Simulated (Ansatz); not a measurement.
In doubt: one-shot GW on d or f shells is unsure, so the values of those runs are not to be relied on.

Rows from a G0W0 calculation on Cs2InAgCl6 (Fm-3m) (Ansatz 0.2.0; G0W0 on LDA, plane waves, PAW; 2×2×2 mesh, 1078 empty bands, screening to 140 eV), in eV. Spin-orbit coupling is left out.

| row | Σx | Σc | Vxc | Z |
| --- | --- | --- | --- | --- |
| A | -4.72 | -3.87 | -9.43 | 0.82 |
| B | -10.95 | -4.96 | -16.85 | 0.76 |
| C | -13.70 | -3.78 | -18.33 | 0.76 |
| D | -10.04 | -3.93 | -14.82 | 0.79 |
| E | -28.47 | 3.47 | -24.16 | 0.74 |
| F | -28.46 | 3.46 | -24.17 | 0.74 |

Which rows are filled states and which are empty ones, and how can one tell?

Filled: E and F. Empty: A, B, C and D. The sign of Σc tells: for a filled state bare exchange, which holds its interaction with itself, lies below Vxc (Σx − Vxc is -4.3 eV or lower here) and screening gives part back as a positive Σc. For an empty state Σx lies above Vxc (+4.6 eV or more) and the Coulomb hole leaves Σc negative.

[Runs of the session that timed out or met a known fault of the program may be left out.]

[Cells called generated may have been cut or substituted from an entry of the Crystallography Open Database or the Materials Project.]

[Hosts, paths, dates, database ids (printed as entryN), source tags and the programs' standing remarks are cut or masked in the printed files.]
